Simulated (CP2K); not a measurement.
Consider methoxyacetonitrile at its PBE geometry (Å).

```xyz
10

C    -1.3103    0.0781    0.4616
O    -0.5168   -0.8182   -0.3339
C     0.6930   -0.2244   -0.7843
C     1.6559    0.0427    0.3042
N     2.4057    0.2464    1.1718
H    -0.7765    0.3834    1.3765
H    -1.5881    0.9763   -0.1170
H    -2.2153   -0.4748    0.7344
H     1.1476   -0.9333   -1.4901
H     0.5049    0.7237   -1.3231
```

Method: CP2K XAS_TDP, all-electron GAPW, PBEh(45%), aug-cc-pVDZ, TDA, no relativity.

Predict the bright core excitations at the C K edge.

Leading lines: C1 284.62 eV, C3 285.18 eV and C4 282.22 eV. The leading line of an atom is its first one with 35 % of the strongest within 2.5 eV of its lowest line over the strength cut. 

The first six lines of each atom with a strength over 0.0015:

| atom | energy (eV) | states | strength, one atom |
| --- | --- | --- | --- |
| C1 (bonded to O and 3 H) | 284.62 | 1 | 0.0310 |
|  | 285.40 | 1 | 0.0018 |
|  | 285.91 | 1 | 0.0226 |
|  | 286.27 | 1 | 0.0273 |
|  | 286.74 | 1 | 0.0074 |
|  | 286.98 | 1 | 0.0058 |
| C3 (bonded to C, O and 2 H) | 285.18 | 1 | 0.0240 |
|  | 286.33 | 1 | 0.0127 |
|  | 286.55 | 1 | 0.0034 |
|  | 287.52 | 1 | 0.0136 |
|  | 287.81 | 1 | 0.0314 |
|  | 287.98 | 1 | 0.0117 |
| C4 (bonded to C and N) | 282.22 | 1 | 0.0495 |
|  | 282.53 | 1 | 0.0572 |
|  | 286.56 | 1 | 0.0023 |
|  | 286.77 | 1 | 0.0018 |
|  | 287.02 | 1 | 0.0053 |
|  | 287.45 | 1 | 0.0034 |

Lines are vertical, at one geometry, with no vibrational structure. Without a correction of the core level, line positions, and the gaps between valence and Rydberg lines, follow the share of exact exchange. At this level such K lines come out 3 to 6 eV under measured ones. These values hold no scalar relativity, about 0.1 eV for C 1s. Rydberg lines, and the discretised continuum above threshold, depend on the basis and the box.

[Banner, clock and machine lines of the logs are left out without a mark of their own.]

[Logs are printed without paths, hosts, clocks, repeated set-up lines and the standing remarks that a program may print on its own settings, such as how far it seeks lower states.]

[Hosts, paths, dates, database ids (printed as entryN), source tags and the programs' standing remarks are cut or masked in the printed files.]
